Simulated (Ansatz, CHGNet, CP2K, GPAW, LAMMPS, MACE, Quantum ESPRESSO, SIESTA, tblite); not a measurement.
**tblite runs on glassy 62SiO2-21K2O-18CaO (mol %) (110 atoms)**

How near does tblite come to plane waves for glassy 62SiO2-21K2O-18CaO (mol %) (110 atoms)?

Program: tblite 0.8.0. Level of theory: the method is named at each step. Results are calculated unless marked as measured.

## (1) The structure

The cell holds 110 atoms: 24 Si, 16 K, 7 Ca and 63 O. Its edges and angles: a = 11.833 Å, b = 11.833 Å, c = 11.833 Å, α = 90.0°, β = 90.0°, γ = 90.0°. 110 atoms (24 Si, 16 K, 7 Ca, 63 O) placed at random at 2.52 g/cm³, melted at 4000 K for 10 ps at fixed volume with the Morse and Coulomb pair potential with partial charges (Pedone, Malavasi, Menziani, Cormack and Segre, J. Phys. Chem. B 110, 11780 (2006)). Quenched from 4000 K to 300 K at 10 K/ps and fixed volume, held 10 ps at zero pressure.

The yardstick, on the same geometry:

```
method                                           : Kohn-Sham DFT, PBE, PAW, plane waves (Ansatz 0.2.0); cutoff 420 eV, Γ point, fermi-dirac smearing of 0.05 eV; PAW set soft_2
r.m.s. force component                           : 1.418 eV/Å
longest force                                    : 6.705 eV/Å
pressure                                         : 6.383 GPa
gap (highest filled to lowest empty level) : 2.228 eV
SCF cycles                                       : 9
time                                             : 30 s on 4 threads of Arm Neoverse V2, shared host
CPU time                                         : 1.9 min
```

## (2) GFN1-xTB

Method: GFN1-xTB tight binding, diagonalisation.

run.py reads:

```python
import numpy as np
from ase.io import read
from tblite.ase import TBLite

atoms = read("structure.xyz")
atoms.calc = TBLite(method="GFN1-xTB", electronic_temperature=580, accuracy=1.0, max_iterations=250, mixer_damping=0.4, verbosity=1)
energy = atoms.get_potential_energy()
forces = atoms.get_forces()
print(f"energy {energy:.6f} eV")
print("forces (eV/A)")
for i, (a, f) in enumerate(zip(atoms, forces)):
    print(f"{i:4d} {a.symbol:2s} {f[0]:10.5f} {f[1]:10.5f} {f[2]:10.5f}")
stress = -atoms.get_stress(voigt=False) * 160.21766
print("stress (GPa, compression positive)")
for row in stress:
    print(" ".join(f"{x:10.4f}" for x in row))
print("charges (e)")
print(np.array2string(atoms.get_charges(), precision=4, suppress_small=True, max_line_width=110, threshold=100000))
```

structure.xyz reads:

```xyz
110
Lattice="11.83285 0.00000 0.00000 0.00000 11.83285 0.00000 0.00000 0.00000 11.83285" Properties=species:S:1:pos:R:3 pbc="T T T"
Si 11.16749 5.48453 2.37225
Si 2.00164 9.28346 4.69658
Si 11.36770 11.15672 3.90247
Si 3.30314 7.13296 8.47516
Si 4.58097 9.40806 10.26370
Si 6.77620 1.68358 0.33025
Si 10.51929 10.34333 1.01088
Si 3.41236 5.76911 2.54548
Si 11.80339 11.38924 10.20926
Si 9.91889 7.46393 7.27803
Si 7.09308 2.34870 4.52796
Si 6.10717 6.61728 1.14897
Si 10.86575 7.50877 11.75771
Si 4.83845 0.62383 3.08932
Si 3.44774 2.05560 7.74070
Si 9.99521 4.66711 8.60438
Si 0.11679 6.84483 5.08245
Si 8.13520 4.48903 2.30883
Si 4.02767 11.34865 5.85560
Si 8.95037 3.39757 11.19944
Si 5.42240 4.13203 6.60320
Si 4.16859 2.96626 1.34622
Si 4.30668 6.62912 5.27792
Si 0.45000 8.27826 9.25814
K 1.65956 4.78449 7.58190
K 10.60129 3.30219 4.90389
K 0.83930 10.88883 7.18159
K 1.09643 2.10802 1.15879
K 6.17651 11.77913 8.82790
K 7.31495 6.81489 9.46794
K 10.20974 0.75150 6.52712
K 5.92222 8.55006 7.22064
K 8.64129 9.86162 9.73181
K 8.06705 10.60626 6.09084
K 7.90837 6.32324 5.11144
K 10.23400 1.98023 1.94958
K 7.61657 2.16861 8.07391
K 1.77587 3.39567 4.54121
K 1.80534 5.07617 11.03626
K 8.97403 7.83429 2.54560
Ca 3.52725 0.70074 10.80434
Ca 8.00161 11.46023 3.31710
Ca 0.07194 2.39118 9.46297
Ca 5.02565 9.02598 2.80107
Ca 5.04032 4.43838 9.98243
Ca 6.77774 10.28322 0.54703
Ca 2.03643 8.45599 1.07833
O 7.69431 3.52430 3.53305
O 3.34420 5.77171 9.23767
O 4.48926 2.05572 8.99143
O 1.24801 7.95381 5.27059
O 6.09676 4.56227 7.97806
O 9.91498 3.32823 7.72815
O 10.71571 11.07590 11.42343
O 11.09353 8.87345 0.82333
O 6.61870 8.10609 1.29108
[... 50 atom lines left out ...]
O 5.65669 11.16063 2.61672
O 2.69197 8.97368 3.30775
O 11.08490 6.21662 0.91586
O 8.95735 10.26654 1.42681
```

Started as:

```
$ OMP_NUM_THREADS=1 python run.py > output.txt
```

The log of the run:

```text
------------------------------------------------------------
  cycle        total energy    energy error   density error
------------------------------------------------------------
      1     -329.7043761362  -3.3168047E+02   1.0407458E+00
      2      553.3508685314   8.8305524E+02   1.6285205E+00
      3     -111.3477208091  -6.6469859E+02   1.0300238E+00
      4     -250.4927604972  -1.3914504E+02   6.0430103E-01
      5     -332.2805117240  -8.1787751E+01   2.7707428E-01
      6     -357.6228666765  -2.5342355E+01   1.0884566E-01
      7     -356.6498435228   9.7302315E-01   1.0501025E-01
      8     -360.4477391179  -3.7978956E+00   1.9134589E-02
      9     -360.4037478957   4.3991222E-02   1.4693271E-02
     10     -360.3789786419   2.4769254E-02   1.4618893E-02
     11     -360.4445683478  -6.5589706E-02   5.6978394E-03
     12     -360.4564061220  -1.1837774E-02   1.9602620E-03
     13     -360.4558586276   5.4749438E-04   1.4803758E-03
     14     -360.4563835088  -5.2488117E-04   7.4693407E-04
     15     -360.4564124163  -2.8907521E-05   5.4098645E-04
     16     -360.4564700097  -5.7593402E-05   1.8067643E-04
     17     -360.4564730476  -3.0378437E-06   1.1505381E-04
     18     -360.4564772540  -4.2064663E-06   2.4132832E-05
     19     -360.4564772077   4.6324715E-08   1.5593170E-05
------------------------------------------------------------
 total:                                   5.938 sec
energy -9808.520346 eV
forces (eV/A)
   0 Si    0.00451    1.75500    0.02871
   1 Si    0.07862   -0.68940   -0.70079
   2 Si    0.43136    2.69345   -0.65366
   3 Si   -0.02617   -0.43868   -1.96537
   4 Si    0.18218   -0.58905   -0.34678
   5 Si   -0.97615    0.17991    1.47481
   6 Si   -1.62244    0.43828    0.61857
   7 Si    2.28764   -1.21566   -1.48544
   8 Si   -1.64286   -2.60033   -1.13010
   9 Si   -0.18302    2.85438   -2.20356
  10 Si   -0.48204    1.10007   -0.03327
  11 Si    1.06086   -0.25403    0.26244
  12 Si   -1.55372   -0.96914    1.36244
  13 Si    0.09326   -2.06697    1.33045
  14 Si    3.50356   -0.91999   -0.47668
  15 Si    1.98723   -2.14149    0.96182
  16 Si    2.60457   -2.67644   -2.84394
  17 Si    0.98488    0.46794    0.09842
  18 Si   -3.76057    0.35120   -0.62204
  19 Si   -1.07685    0.60619   -0.59646
  20 Si    0.31034    0.03194    1.24355
  21 Si    1.46388    0.07739    0.67242
  22 Si   -0.16301    3.17384    2.46571
  23 Si    0.30171    0.32041    1.02293
[...]
102 O     2.05550    0.16597   -0.99358
 103 O    -3.81527   -0.80964    1.18642
 104 O     0.72670    0.18016    0.64833
 105 O    -0.73094    0.28422    1.40712
 106 O     0.83241   -2.24415   -0.90804
 107 O     1.21515   -0.05482   -2.09330
 108 O     0.24116    0.18113   -0.69283
 109 O    -1.70528    0.33211    0.22815
stress (GPa, compression positive)
    9.3562     1.0946    -1.0014
    1.0946     7.1346    -2.2579
   -1.0014    -2.2579     4.1389
charges (e)
[ 0.7383  0.743   0.6887  0.7352  0.6897  0.728   0.7288  0.7367  0.7069  0.7335  0.7304  0.7159  0.7311
  0.7446  0.7084  0.7194  0.7347  0.7646  0.7257  0.749   0.7375  0.7326  0.7499  0.7631  0.2269  0.3239
  0.2269  0.2102  0.1819  0.2137  0.2855  0.2634  0.2311  0.276   0.3177  0.232   0.239   0.2742  0.1272
  0.1821  1.1957  1.2082  1.217   1.1918  1.2155  1.1873  1.209  -0.3753 -0.5495 -0.5678 -0.3548 -0.559
 -0.6121 -0.4023 -0.3951 -0.5626 -0.3994 -0.5767 -0.3506 -0.3571 -0.344  -0.4011 -0.5914 -0.5087 -0.5729
 -0.3988 -0.4222 -0.3909 -0.5642 -0.5785 -0.3823 -0.3857 -0.3599 -0.4107 -0.6156 -0.4069 -0.4001 -0.3757
 -0.5981 -0.6261 -0.5668 -0.528  -0.3901 -0.5627 -0.5725 -0.6071 -0.4373 -0.5411 -0.5492 -0.4128 -0.5935
 -0.3488 -0.5378 -0.3376 -0.3917 -0.3933 -0.575  -0.3905 -0.5457 -0.4137 -0.3844 -0.5534 -0.3982 -0.5893
 -0.3754 -0.3836 -0.5451 -0.5137 -0.3776 -0.5592]
```

Wall time 6.6 s (1 thread of Arm Neoverse V2, shared host); peak memory 0.14 GiB.

Banners, paths, timers and routine set-up lines are dropped from the logs unmarked, and long logs keep their key lines alone; longer cuts are marked.

Against the reference:

- r.m.s. force component: 1.791 eV/Å
- r.m.s. difference of force components: 1050 meV/Å
- longest difference of force vectors: 8649 meV/Å
- force difference over r.m.s. force: 74.06 %
- slope of forces against the reference's: 1.023
- correlation of force components: 0.8102
- pressure: 6.877 GPa
- pressure difference: 0.4934 GPa

Length of the force difference by element (eV/Å):

| element | atoms | mean | most |
| --- | --- | --- | --- |
| Ca | 7 | 0.68 | 1.8 |
| K | 16 | 3.5 | 8.6 |
| O | 63 | 0.50 | 1.1 |
| Si | 24 | 1.1 | 2.3 |

A closer look about K29, which bears the longest force: 9 atoms, nearest first, numbered in the order of the input, with positions taken from that point.

| atom | x | y | z | distance (Å) | bonds | Mulliken charge (e) | Fx | Fy | Fz (eV/Å) |
| --- | --- | --- | --- | --- | --- | --- | --- | --- | --- |
| K29 | 0.00 | 0.00 | 0.00 | 0.00 | 5 | 0.18 | -6.75 | -6.48 | 2.98 |
| O86 | -0.02 | -2.04 | 1.43 | 2.49 | 6 | -0.61 | 2.61 | -0.21 | 0.39 |
| O50 | -1.69 | 2.11 | 0.16 | 2.71 | 5 | -0.57 | 0.66 | -0.66 | 1.33 |
| O69 | -2.32 | -1.17 | 0.76 | 2.71 | 3 | -0.56 | -1.52 | 3.38 | -1.00 |
| K37 | 1.44 | 2.22 | -0.75 | 2.75 | 7 | 0.24 | 4.09 | 8.63 | -1.88 |
| O58 | -0.78 | -0.82 | -2.55 | 2.79 | 4 | -0.58 | 6.36 | -1.95 | 2.08 |
| O84 | -0.34 | 0.56 | 2.84 | 2.91 | 4 | -0.56 | -1.39 | -1.50 | -1.54 |
| Si5 | -1.60 | -2.37 | 1.44 | 3.20 | 4 | 0.69 | 0.18 | -0.59 | -0.35 |
| K33 | 2.46 | -1.92 | 0.90 | 3.25 | 6 | 0.23 | 2.07 | -0.26 | 0.81 |

Atoms are counted from 1 here, from 0 in the log.

Forces lie 74 % from the reference's, at 0.058 times its CPU time (on 1 against 4 cores).

The difference per atom is largest on K (3.5 eV/Å on average, against 1.1 on Si).

## (3) Results

```json
{
  "force difference from the reference": "tblite GFN1-xTB, 74 %",
  "its CPU time": "6.6 s"
}
```

**Reading.** Tight binding differs by 74 % (tblite GFN1-xTB); it is another model, with fitted parameters of its own, and the xTB methods hold dispersion. One electronic-structure run takes under half the reference's CPU time: tblite GFN1-xTB, at 74 % in 6.6 s against 1.9 min, too far off to be of use. Periodic xTB results under one method name differ between programs and library versions. The quench rate of 10 K/ps is many orders above laboratory rates, so the cell is likely richer in defects and strain than a real sample. The network of bonds at the start is that of the classical potential that made the cell, and needn't be the one that DFT or experiment would give. The reference's stress is far from hydrostatic: its diagonal is 8.4, 6.4, 4.4 GPa, compression counted positive. The electronic-structure runs sample only Γ, in a cell whose shortest periodic width is 12 Å.

[Also dropped from logs without a mark: logging warnings of Python, and SIESTA's first energy breakdown and zero terms.]

[Logs are printed without paths, hosts, clocks, repeated set-up lines and the standing remarks that a program may print on its own settings, such as how far it seeks lower states.]

[Hosts, paths, dates, database ids (printed as entryN), source tags and the programs' standing remarks are cut or masked in the printed files.]
